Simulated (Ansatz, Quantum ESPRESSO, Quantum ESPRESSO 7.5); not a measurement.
# Work function of Ba(110), 5 layers

How much energy does it take to lift an electron out of Ba(110), 5 layers, and how far do the settings matter?

Method: plane-wave DFT, PBE, GBRV ultrasoft pseudopotentials (cross-check by Ansatz 0.2.0 with PAW datasets), in Quantum ESPRESSO 7.5.

The experiments to compare with:

For Ba (polycrystalline sample, no single face), “Anisotropic work function of elemental crystals” (2019, arxiv:1902.07811) quotes earlier work: work function, loosely compared (polycrystalline sample, no single face) 2.53 eV.

This is a report of a sequence of runs, with most program output left out.

## (1) Starting point

The cell holds 5 atoms: 5 Ba. Its edges and angles: a = 4.347 Å, b = 4.347 Å, c = 30.199 Å, α = 90.0°, β = 90.0°, γ = 70.5°. It derives from Ba. Vacuum lies along c.

## (2) Relaxation with pw.x

The free layers are relaxed; atoms flagged 0 0 0 stay at their bulk places.

The input, relax.in:

```
&control
  prefix = 'relax'
  outdir = './out'
  pseudo_dir = './pseudo'
  nstep = 40
  forc_conv_thr = 0.001
  calculation = 'relax'
/
&system
  ibrav = 0
  nat = 5
  ntyp = 1
  ecutwfc = 40
  ecutrho = 200
  occupations = 'smearing'
  smearing = 'mv'
  degauss = 0.02
/
&electrons
  conv_thr = 1e-07
  mixing_beta = 0.4
  electron_maxstep = 120
  mixing_mode = 'local-TF'
/
&ions
/
ATOMIC_SPECIES
  Ba  137.3270  ba_pbe_v1.uspp.F.UPF
CELL_PARAMETERS angstrom
  3.54967604155647 -2.51000000000000 0.00000000000000
  3.54967604155647 2.51000000000000 0.00000000000000
  0.00000000000000 0.00000000000000 30.19870416622587
ATOMIC_POSITIONS crystal
  Ba  0.000000000000 0.000000000000 0.264912029204
  Ba  0.500000000000 0.500000000000 0.382456014602
  Ba  0.000000000000 0.000000000000 0.500000000000 0 0 0
  Ba  0.500000000000 0.500000000000 0.617543985398
  Ba  0.000000000000 0.000000000000 0.735087970796
K_POINTS automatic
  8 8 1 0 0 0
```

Command:

```sh
$ OMP_NUM_THREADS=1 mpirun -n 4 pw.x -nk 4 -in relax.in > relax.out
```

It took 13 min on 4 MPI ranks of Arm Neoverse N1, shared host; peak memory 1.8 GiB; 50 min of CPU time.

Step by step:

| step | energy less that of the first step (eV) | largest force (eV/Å) |
| --- | --- | --- |
| 1 | 0.0000 | 0.0633 |
| 2 | -0.0003 | 0.0571 |
| 3 | -0.0006 | 0.0558 |
| 4 | -0.0010 | 0.0513 |
| 5 | -0.0015 | 0.0449 |
| 6 | -0.0022 | 0.0349 |
| 7 | -0.0030 | 0.0245 |

The atoms that moved most (Å):

| atom | dx | dy | dz | length |
| --- | --- | --- | --- | --- |
| Ba2 | 0.000 | 0.000 | -0.020 | 0.020 |
| Ba4 | 0.000 | 0.000 | 0.020 | 0.020 |
| Ba5 | 0.000 | 0.000 | -0.018 | 0.018 |
| Ba1 | 0.000 | 0.000 | 0.018 | 0.018 |

Final coordinates:

```cif
data_structure
_symmetry_space_group_name_H-M 'P 1'
_symmetry_Int_Tables_number 1
_cell_length_a 4.3474
_cell_length_b 4.3474
_cell_length_c 30.1987
_cell_angle_alpha 90.000
_cell_angle_beta 90.000
_cell_angle_gamma 70.529
_cell_volume 538.12
loop_
_atom_site_label
_atom_site_type_symbol
_atom_site_fract_x
_atom_site_fract_y
_atom_site_fract_z
_atom_site_occupancy
Ba1 Ba 0.00000 0.00000 0.26550 1
Ba2 Ba 0.50000 0.50000 0.38179 1
Ba3 Ba 0.00000 0.00000 0.50000 1
Ba4 Ba 0.50000 0.50000 0.61821 1
Ba5 Ba 0.00000 0.00000 0.73450 1
```

 On the free atoms the largest force ends at 0.025 eV/Å.

Numbers from this step:

```
free energy  : -4780.2362 eV
Fermi energy : 2.554 eV
```

The program's own clock; routines nest. Time by routine:

```csv
routine,wall time (s),calls
PWSCF,756.3,1
electrons,728.4,7
c_bands,491.4,65
cegterg,421.4,390
h_psi,328,1492
fftw,284.1,65408
vloc_psi,258,1492
sum_band,111.7,65
mix_rho,76.5,65
calbec,55.2,2050
ffts,46.72,6311
newd,36,68
add_vuspsi,34.63,1492
h_psi:calbec,34.62,1492
```

## (3) SCF with pw.x

One self-consistent run gives the Fermi level and the density from which pp.x builds the potential.

The input, scf.in:

```
&control
  prefix = 'scf'
  outdir = './out'
  pseudo_dir = './pseudo'
  calculation = 'scf'
  tprnfor = .true.
/
&system
  ibrav = 0
  nat = 5
  ntyp = 1
  ecutwfc = 40
  ecutrho = 200
  occupations = 'smearing'
  smearing = 'mv'
  degauss = 0.02
/
&electrons
  conv_thr = 1e-07
  mixing_beta = 0.4
  electron_maxstep = 120
  mixing_mode = 'local-TF'
/
ATOMIC_SPECIES
  Ba  137.3270  ba_pbe_v1.uspp.F.UPF
CELL_PARAMETERS angstrom
  3.54967604155647 -2.51000000000000 0.00000000000000
  3.54967604155647 2.51000000000000 0.00000000000000
  0.00000000000000 0.00000000000000 30.19870416622587
ATOMIC_POSITIONS crystal
  Ba  0.000000000000 0.000000000000 0.265504137700
  Ba  0.500000000000 0.500000000000 0.381787295500
  Ba  0.000000000000 0.000000000000 0.500000000000
  Ba  0.500000000000 0.500000000000 0.618212704500
  Ba  0.000000000000 0.000000000000 0.734495862300
K_POINTS automatic
  8 8 1 0 0 0
```

Command:

```sh
$ OMP_NUM_THREADS=1 mpirun -n 4 pw.x -nk 4 -in scf.in > scf.out
```

The job ended after 3.6 min (4 MPI ranks; peak memory 1.6 GiB; 14 min of CPU time).

The program's own clock; routines nest. Time by routine:

```
     routine  wall time (s)  calls
       PWSCF          213.7      1
   electrons          203.8      1
     c_bands          138.2     18
     cegterg          117.1    108
       h_psi          94.11    506
        fftw          80.29  18682
    vloc_psi          73.45    506
    sum_band          30.74     18
     mix_rho          20.08     18
      calbec          15.05    638
        ffts          12.06   1646
        newd          10.35     19
  add_vuspsi          10.21    506
h_psi:calbec          10.19    506
```

The run needed 18 iterations to bring the estimated error under 1e-07 Ry; the largest force on any atom, held or free, is 0.02 eV/Å.

## (4) Potential by pp.x

plot_num = 11 writes the bare and Hartree potential. It leaves out exchange and correlation, which fade slowly, so it flattens close to the surface.

The input, pot.in:

```
&inputpp
  prefix = 'scf'
  outdir = './out'
  filplot = 'pot.dat'
  plot_num = 11
/
```

Command:

```sh
$ OMP_NUM_THREADS=1 mpirun -n 4 pp.x -in pot.in > pot.out
```

Wall time 1.7 s (4 MPI ranks); peak memory 0.28 GiB; 6.6 s of CPU time.

This step gave:

* work function of the upper face: 2.407 eV
* slope of the potential above: 0.005623 eV/Å
* upper vacuum line continued to the top atoms, over the Fermi level: 2.377 eV
* work function of the lower face: 2.407 eV
* slope of the potential below: -0.003693 eV/Å
* lower vacuum line continued to the bottom atoms, over the Fermi level: 2.387 eV

Electrostatic potential energy of an electron; zero at the Fermi level. Potential energy, planar mean against z:

z (Å), potential energy, planar mean (eV) and a bar from the least value:
```
        0       2.41 ##############################
        1       2.41 ##############################
        2       2.41 ##############################
        3       2.41 ##############################
        4       2.38 ##############################
        5       2.26 #############################
        6       1.62 ###########################
        7      -1.59 ################
        8      -6.16 
        9      -1.26 #################
       10       1.22 ##########################
       11      -4.50 ######
       12      -4.86 #####
       13       1.11 #########################
       14      -0.46 ####################
       15      -5.99 #
       16      -1.83 ###############
       17       1.43 ###########################
       18      -3.60 #########
       19      -5.44 ###
       20       0.71 ########################
       21      -0.01 ######################
       22      -5.95 #
       23      -2.97 ###########
       24       1.33 ##########################
       25       2.20 #############################
       26       2.37 ##############################
       27       2.40 ##############################
       28       2.41 ##############################
       29       2.41 ##############################
       30       2.41 ##############################
```

Electrostatic potential energy in the ca plane at fractional y = 0.000, with atoms of Ba within 0.2 Å of it. With pseudopotentials it is smooth inside the atoms' cores, unlike the true potential.

Ten even steps from '0' (-28 eV) to '9' (3 eV), each cell a mean:
```
99999987300002689999999999851000047899999999
99999998520014789999999999864100367899999999
99999998764457899999999999987544678999999999
99999999987788999999999999998877889999999999
99999999999999999999999999999999999999999999
99999999999999999999999999999999999999999999
99999999988889999999999999999888899999999999
99999999876678999999999999987666788999999999
99999998642235899999999999875322468999999999
99999987400003689999999999862000147899999999
99999986300101589999999999740010036899999999
```
Columns run along c (16.0 Å, from fractional 0.37 to 0.90 of the cell; values clipped at the 3rd and 97th percentile), rows up along a (4.3 Å). Atoms in or near the plane, at fractional coordinates: Ba at (0.50, 0.00), Ba at (0.73, 0.00).

A straight line through the vacuum has a slope of 6 meV/Å; the tail of the density may enter that fit.

## (5) Macroscopic average

A running mean over one period damps the atomic wiggles and leaves the mean of this pseudopotential's potential.

The input, avg.in:

```
1
pot.dat
1.0
340
3
6.7079155497
```

Command:

```sh
$ OMP_NUM_THREADS=1 average.x < avg.in > avg.out
```

Elapsed: 0.66 s, on 1 MPI rank; peak memory 0.12 GiB.

This step gave:

| Item | Value |
| --- | --- |
| average.x's running mean inside the slab, on the run's own zero | 0.4486 eV |
| mean potential by an exact Fourier window inside the slab, on the run's own zero | 0.4450 eV |

Electrostatic potential energy of an electron; zero at the Fermi level; window 3.5497 Å. The potential energy by z:

```
z (Å)  planar mean (eV)  running mean (eV)
    0              2.41               2.41
    1              2.41               2.41
    2              2.41               2.41
    3              2.41               2.39
    4              2.38               2.32
    5              2.26               1.96
    6              1.62              0.360
    7             -1.58              -1.88
    8             -6.17              -2.47
    9             -1.26              -2.24
   10              1.23              -2.12
   11             -4.51              -2.19
   12             -4.87              -2.17
   13              1.11              -2.00
   14            -0.461              -2.08
   15             -5.99              -2.23
   16             -1.83              -2.12
   17              1.42              -1.99
   18             -3.60              -2.15
   19             -5.44              -2.20
   20             0.719              -2.12
   21          -0.00940              -2.20
   22             -5.96              -2.45
   23             -2.97              -2.15
   24              1.33             -0.122
   25              2.20               1.79
   26              2.37               2.29
   27              2.40               2.39
   28              2.41               2.41
   29              2.41               2.41
   30              2.41               2.41
```

Where the running mean is not flat inside, average.x's window, rounded to the grid, doesn't match the spacings there.

## (6) Valence density

The density shows how far the electrons spill into the vacuum.

The input, rho.in:

```
&inputpp
  prefix = 'scf'
  outdir = './out'
  filplot = 'rho.dat'
  plot_num = 0
/
```

Command:

```sh
$ OMP_NUM_THREADS=1 mpirun -n 4 pp.x -in rho.in > rho.out
```

It took 1.7 s on 4 MPI ranks; peak memory 0.27 GiB.

This step gave:

* electrons by integration: 50.00 e

Mean over planes. Table of valence density, planar mean by z:

| z (Å) | valence density, planar mean (e/Å³) |
| --- | --- |
| 2 | 1.2e-5 |
| 3 | 7.6e-5 |
| 4 | 4.5e-4 |
| 5 | 0.00238 |
| 6 | 0.0107 |
| 7 | 0.0981 |
| 8 | 0.274 |
| 9 | 0.114 |
| 10 | 0.0460 |
| 11 | 0.263 |
| 12 | 0.274 |
| 13 | 0.0462 |
| 14 | 0.0859 |
| 15 | 0.273 |
| 16 | 0.138 |
| 17 | 0.0407 |
| 18 | 0.222 |
| 19 | 0.285 |
| 20 | 0.0567 |
| 21 | 0.0727 |
| 22 | 0.281 |
| 23 | 0.165 |
| 24 | 0.0147 |
| 25 | 0.00325 |
| 26 | 6.3e-4 |
| 27 | 1.1e-4 |
| 28 | 1.7e-5 |

Valence density in the ca plane at fractional y = 0.000, with atoms of Ba within 0.2 Å of it. It is the smooth field of the valence electrons, not physical close to the nuclei.

Ten even steps from '0' (-1.0 e/Å³) to '9' (1.4 e/Å³), each cell a mean:
```
44444444796498544444444444458847964444444444
44444444589986444444444444446999754444444444
44444444456654444444444444444566544444444444
44444444444444444444444444444444444444444444
44444444444444444444444444444444444444444444
44444444444444444444444444444444444444444444
44444444444444444444444444444444444444444444
44444444445544444444444444444555444444444444
44444444568875444444444444445788644444444444
44444444698897544444444444458989964444444444
44444445792088544444444444469604974444444444
```
Columns run along c (16.0 Å, from fractional 0.37 to 0.90 of the cell), rows up along a (4.3 Å). Atoms in or near the plane, at fractional coordinates: Ba at (0.50, 0.00), Ba at (0.73, 0.00).

The density integrates to 50.000 electrons, as the 50 of the input ask.

## (7) Projected density of states

projwfc.x splits the states by atom and orbital; the spilling says how much the atomic basis misses.

The input, pdos.in:

```
&projwfc
  prefix = 'scf'
  outdir = './out'
  filpdos = 'pdos'
  Emin = -5.446
  Emax = 6.554
  DeltaE = 0.1
  ngauss = 0
  degauss = 0.01
/
```

Command:

```sh
$ OMP_NUM_THREADS=1 mpirun -n 4 projwfc.x -in pdos.in > pdos.out
```

Run time: 3.4 s. Hardware: 4 MPI ranks; peak memory 0.27 GiB; 14 s of CPU time.

Numbers from this step:

```
spilling of the projection : 4.00e-4
```

Projected DOS an atom over height of the atomic layer and energy from the Fermi level. Columns are the atomic layers from the bottom up.

Values in states/eV, 22 rows by 5 columns, each cell a mean:
```
3.42 1.87 1.86 1.87 3.42
1.51 1.34 1.20 1.34 1.51
1.65 1.68 1.67 1.68 1.65
1.07 1.13 1.15 1.13 1.07
0.64 0.64 0.64 0.64 0.64
0.40 0.34 0.32 0.34 0.40
0.24 0.26 0.25 0.26 0.24
0.11 0.15 0.16 0.15 0.11
0.01 0.02 0.02 0.02 0.01
0.00 0.00 0.00 0.00 0.00
0.00 0.00 0.00 0.00 0.00
0.00 0.00 0.00 0.00 0.00
0.00 0.00 0.00 0.00 0.00
0.00 0.00 0.00 0.00 0.00
0.00 0.00 0.00 0.00 0.00
0.00 0.00 0.00 0.00 0.00
0.00 0.00 0.00 0.00 0.00
0.00 0.00 0.00 0.00 0.00
0.00 0.00 0.00 0.00 0.00
0.00 0.00 0.00 0.00 0.00
0.00 0.00 0.00 0.00 0.00
0.00 0.00 0.00 0.00 0.00
```
Columns: height of the atomic layer (Å) from 8.02 to 22.2; rows upwards: energy from the Fermi level (eV) from -8.00 to 0.500.

The atomic orbitals miss 0.0 % of the occupied states; for empty states the projections can miss much more.

## (8) SCF with pw.x: open boundaries by the effective screening medium

Open boundaries by another road: assume_isolated = 'esm' with bc1, the slab centred on z = 0.

esm.in is the input of step 3 with these lines changed:

```diff
@@ -1,3 +1,3 @@
 &control
-  prefix = 'scf'
+  prefix = 'esm'
   outdir = './out'
@@ -16,2 +16,4 @@
   degauss = 0.02
+  assume_isolated = 'esm'
+  esm_bc = 'bc1'
 /
@@ -30,7 +32,7 @@
 ATOMIC_POSITIONS crystal
-  Ba  0.000000000000 0.000000000000 0.265504137700
-  Ba  0.500000000000 0.500000000000 0.381787295500
-  Ba  0.000000000000 0.000000000000 0.500000000000
-  Ba  0.500000000000 0.500000000000 0.618212704500
-  Ba  0.000000000000 0.000000000000 0.734495862300
+  Ba  0.000000000000 0.000000000000 -0.234495862300
+  Ba  0.500000000000 0.500000000000 -0.118212704500
+  Ba  0.000000000000 0.000000000000 0.000000000000
+  Ba  0.500000000000 0.500000000000 0.118212704500
+  Ba  0.000000000000 0.000000000000 0.234495862300
 K_POINTS automatic
```

Command:

```sh
$ OMP_NUM_THREADS=1 mpirun -n 4 pw.x -nk 4 -in esm.in > esm.out
```

Elapsed: 10 min, on 4 MPI ranks; peak memory 1.7 GiB; 41 min of CPU time.

Read from the output:

```
free energy                                                    : -4780.2363 eV
Fermi energy                                                   : -2.408 eV
vacuum line at the lower end of the cell, over the Fermi level : 2.407 eV
vacuum line at the upper end of the cell, over the Fermi level : 2.407 eV
```

Electrostatic potential energy of an electron; zero at the Fermi level. Table of potential energy, planar mean by z:

z (Å), potential energy, planar mean (eV) and a bar from the least value:
```
      -15       2.41 ##############################
      -14       2.41 ##############################
      -13       2.41 ##############################
      -12       2.40 ##############################
      -11       2.38 ##############################
      -10       2.23 #############################
       -9       1.48 ###########################
       -8      -2.25 ##############
       -7      -6.10 
       -6      -0.59 ###################
       -5       1.02 #########################
       -4      -5.03 ####
       -3      -4.28 ######
       -2       1.30 ##########################
       -1      -1.13 ##################
        0      -6.04 
        1      -1.13 ##################
        2       1.30 ##########################
        3      -4.28 ######
        4      -5.03 ####
        5       1.02 #########################
        6      -0.59 ###################
        7      -6.10 
        8      -2.25 ##############
        9       1.48 ###########################
       10       2.23 #############################
       11       2.38 ##############################
       12       2.40 ##############################
       13       2.41 ##############################
       14       2.41 ##############################
```

The vacuum levels are read from the outermost 0.7 Å of the cell on either side.

The run needed 45 iterations to bring the estimated error under 1e-07 Ry; the largest force on any atom, held or free, is 0.03 eV/Å.

The upper level is 2.407 eV against 2.407 eV from the periodic run.

## (9) Ground state: PBEsol, GBRV ultrasoft

The geometry stays; functional or pseudopotentials change.

Level of this step: plane-wave DFT, PBEsol, GBRV ultrasoft pseudopotentials (Quantum ESPRESSO 7.5).

The input, gbrv-pbesol.in:

```
&control
  prefix = 'gbrv-pbesol'
  outdir = './out'
  pseudo_dir = './pseudo'
  calculation = 'scf'
  tprnfor = .true.
/
&system
  ibrav = 0
  nat = 5
  ntyp = 1
  ecutwfc = 40
  ecutrho = 200
  occupations = 'smearing'
  smearing = 'mv'
  degauss = 0.02
/
&electrons
  conv_thr = 1e-07
  mixing_beta = 0.4
  electron_maxstep = 120
  mixing_mode = 'local-TF'
/
ATOMIC_SPECIES
  Ba  137.3270  ba_pbesol_v1.uspp.F.UPF
CELL_PARAMETERS angstrom
  3.54967604155647 -2.51000000000000 0.00000000000000
  3.54967604155647 2.51000000000000 0.00000000000000
  0.00000000000000 0.00000000000000 30.19870416622587
ATOMIC_POSITIONS crystal
  Ba  0.000000000000 0.000000000000 0.265504137700
  Ba  0.500000000000 0.500000000000 0.381787295500
  Ba  0.000000000000 0.000000000000 0.500000000000
  Ba  0.500000000000 0.500000000000 0.618212704500
  Ba  0.000000000000 0.000000000000 0.734495862300
K_POINTS automatic
  8 8 1 0 0 0
```

Command:

```sh
$ OMP_NUM_THREADS=1 mpirun -n 4 pw.x -nk 4 -in gbrv-pbesol.in > gbrv-pbesol.out
```

Elapsed: 3.8 min, on 4 MPI ranks; peak memory 1.7 GiB; 15 min of CPU time.

Read from the output:

| Quantity | Value |
| --- | --- |
| free energy | -4772.8322 eV |
| Fermi energy | 2.475 eV |

## (10) Electrostatic potential

The input, gbrv-pbesol.pot.in:

```
&inputpp
  prefix = 'gbrv-pbesol'
  outdir = './out'
  filplot = 'gbrv-pbesol.pot.dat'
  plot_num = 11
/
```

Command:

```sh
$ OMP_NUM_THREADS=1 mpirun -n 4 pp.x -in gbrv-pbesol.pot.in > gbrv-pbesol.pot.out
```

Wall time 1.7 s (4 MPI ranks); peak memory 0.27 GiB; 6.6 s of CPU time.

Numbers from this step:

```
work function of the upper face                                       : 2.445 eV
slope of the potential above                                          : 0.005105 eV/Å
upper vacuum line continued to the top atoms, over the Fermi level    : 2.418 eV
work function of the lower face                                       : 2.445 eV
slope of the potential below                                          : -0.003344 eV/Å
lower vacuum line continued to the bottom atoms, over the Fermi level : 2.427 eV
```

The upper face goes from 2.407 eV (PBE, GBRV) to 2.445 eV, a change of +0.038 eV.

## (11) Self-consistent run: LDA, PseudoDojo norm-conserving

Level of this step: plane-wave DFT, LDA, PseudoDojo norm-conserving pseudopotentials (Quantum ESPRESSO 7.5).

dojo-lda.in is the input of step 9 with these lines changed:

```diff
@@ -1,3 +1,3 @@
 &control
-  prefix = 'gbrv-pbesol'
+  prefix = 'dojo-lda'
   outdir = './out'
@@ -11,4 +11,4 @@
   ntyp = 1
-  ecutwfc = 40
-  ecutrho = 200
+  ecutwfc = 36
+  ecutrho = 144
   occupations = 'smearing'
@@ -24,3 +24,3 @@
 ATOMIC_SPECIES
-  Ba  137.3270  ba_pbesol_v1.uspp.F.UPF
+  Ba  137.3270  Ba.dojo-sr-lda-0.4.1-standard.upf
 CELL_PARAMETERS angstrom
```

Command:

```sh
$ OMP_NUM_THREADS=1 mpirun -n 4 pw.x -nk 4 -in dojo-lda.in > dojo-lda.out
```

The job ended after 2 min (4 MPI ranks; peak memory 0.65 GiB; 8.1 min of CPU time).

Numbers from this step:

| Quantity | Value |
| --- | --- |
| free energy | -3831.4986 eV |
| Fermi energy | 2.341 eV |

## (12) Potential by pp.x

The input, dojo-lda.pot.in:

```
&inputpp
  prefix = 'dojo-lda'
  outdir = './out'
  filplot = 'dojo-lda.pot.dat'
  plot_num = 11
/
```

Command:

```sh
$ OMP_NUM_THREADS=1 mpirun -n 4 pp.x -in dojo-lda.pot.in > dojo-lda.pot.out
```

Elapsed: 0.84 s, on 4 MPI ranks; peak memory 0.13 GiB; 3 s of CPU time.

This step gave:

| Property | Result |
| --- | --- |
| work function of the upper face | 2.567 eV |
| slope of the potential above | 0.004805 eV/Å |
| upper vacuum line continued to the top atoms, over the Fermi level | 2.542 eV |
| work function of the lower face | 2.568 eV |
| slope of the potential below | -0.003132 eV/Å |
| lower vacuum line continued to the bottom atoms, over the Fermi level | 2.550 eV |

The upper face goes from 2.407 eV (PBE, GBRV) to 2.567 eV, a change of +0.161 eV.

(Part 1 of 2 ends here.)

[Logs are printed without paths, hosts, clocks, repeated set-up lines and the standing remarks that a program may print on its own settings, such as how far it seeks lower states.]

[Hosts, paths, dates, database ids (printed as entryN), source tags and the programs' standing remarks are cut or masked in the printed files.]

[Maps of the electrostatic potential energy from Ansatz leave out the sawtooth potential of an applied field or a dipole correction, so their vacuum need not be flat; planar profiles and work functions include it.]
